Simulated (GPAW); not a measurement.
Consider NbFeO4 (I-4m2).

```xyz
6
Lattice="-1.9585 1.9585 5.0365 1.9585 -1.9585 5.0365 1.9585 1.9585 -5.0365" Properties=species:S:1:pos:R:3 pbc="T T T"
Nb    1.9585    0.0000    2.5183
Fe    0.0000    0.0000    0.0000
O     1.9585    0.0000    0.4973
O     1.9585    0.0000    4.5392
O     0.0000    0.0000    2.1150
O     0.0000    0.0000    7.9581
```

Absorber: atom 3, with 2 Fe at 2.02 Å and 1 Nb at 2.02 Å (distorted T-shaped, site symmetry 2mm). Method: GPAW, LDA + U (Fe 5.3 eV), full core hole (charged cell), 12-atom cell with 5.5 Å between holes, 3×3×3 k points, dipole transitions, Gaussian full width 0.9 eV up to 4 eV, rising linearly to 3.5 eV at 25 eV.

What does the O K edge look like?

Main maxima up to 24 eV above the zero (height): 1.4 eV (1.66), 5.4 eV (1.36), 9.1 eV (1.86), 12.7 eV (1.23) and 20.6 eV (0.85). A K edge sees empty p states; the first features are O p mixed into the empty d states of the Fe and Nb neighbours, and the broad ones above probably into the cations' higher empty bands. The total-energy difference plus the lowest empty eigenvalue puts the zero at 524.13 eV. The functional and the charged cell's background leave an error in such absolute values: in the free atom LDA prices this hole 4.1 eV below PBE (computed apart), and PBE is itself good to a few eV.

The O K spectrum (energy from the lowest empty level; intensity scaled to a mean of 1 over the first 20 eV; polarised curves are means over the symmetry-equivalent atoms):

| E (eV) | isotropic | ε ⊥ c | ε ∥ c |
| --- | --- | --- | --- |
| -2.0 | 0.00 | 0.00 | 0.00 |
| -1.0 | 0.00 | 0.00 | 0.00 |
| 0.0 | 0.03 | 0.03 | 0.01 |
| 1.0 | 1.25 | 1.67 | 0.43 |
| 2.0 | 1.30 | 1.73 | 0.45 |
| 3.0 | 0.33 | 0.39 | 0.22 |
| 4.0 | 0.10 | 0.04 | 0.22 |
| 5.0 | 1.15 | 0.25 | 2.95 |
| 6.0 | 1.07 | 0.57 | 2.07 |
| 7.0 | 1.15 | 0.99 | 1.48 |
| 8.0 | 1.46 | 1.22 | 1.94 |
| 9.0 | 1.85 | 2.00 | 1.54 |
| 10.0 | 1.47 | 1.86 | 0.71 |
| 11.0 | 1.14 | 1.41 | 0.59 |
| 12.0 | 1.20 | 1.32 | 0.97 |
| 13.0 | 1.23 | 1.22 | 1.25 |
| 14.0 | 1.10 | 1.08 | 1.16 |
| 15.0 | 0.90 | 0.87 | 0.96 |
| 16.0 | 0.72 | 0.70 | 0.75 |
| 17.0 | 0.64 | 0.68 | 0.56 |
| 18.0 | 0.69 | 0.76 | 0.54 |
| 19.0 | 0.77 | 0.83 | 0.65 |
| 20.0 | 0.84 | 0.88 | 0.75 |
| 21.0 | 0.84 | 0.87 | 0.77 |
| 22.0 | 0.77 | 0.79 | 0.71 |
| 23.0 | 0.66 | 0.68 | 0.62 |
| 24.0 | 0.59 | 0.60 | 0.57 |
| 25.0 | 0.59 | 0.58 | 0.61 |
| 26.0 | 0.66 | 0.61 | 0.76 |
| 27.0 | 0.77 | 0.68 | 0.94 |
| 28.0 | 0.87 | 0.79 | 1.03 |
| 29.0 | 0.95 | 0.91 | 1.04 |
| 30.0 | 1.04 | 1.02 | 1.07 |
| 31.0 | 1.12 | 1.09 | 1.18 |
| 32.0 | 1.14 | 1.09 | 1.26 |

The hole lies in one spin channel, while the script sums the empty states of both and takes the lower zero; where the two channels are split, this blurs and shifts the curve. The crystal has 2 inequivalent O sites and not all are shown here, while a measurement adds them all. The spins start ferromagnetically in a simple order, which needn't be the measured one; gap and edge can depend on it. The holes are only 5.5 Å apart, so the shape is probably not converged with cell size; no larger cell was run here. The mesh is coarse (0.43 Å⁻¹ between points), so small maxima may be mesh ripples. Lifetime broadening is put in by hand, and intensities beyond about 20 eV depend on it and on the partial waves; weight that the partial waves miss at high energy is lost. The structure is a computed Materials Project entry and may be a hypothetical form.

[Banner, clock and machine lines of the logs are left out without a mark of their own.]

[Logs are printed without paths, hosts, clocks, repeated set-up lines and the standing remarks that a program may print on its own settings, such as how far it seeks lower states.]

[Hosts, paths, dates, database ids (printed as entryN), source tags and the programs' standing remarks are cut or masked in the printed files.]

[Lists of maxima count a maximum above −3 eV only where it reaches 4 % of the highest in the window and stands out from its surroundings by 2 % of it (1.5 % where it reaches 55 %); shoulders and weaker maxima are passed over, and of the rest the first, up to two pre-edge ones and the few strongest are named.]
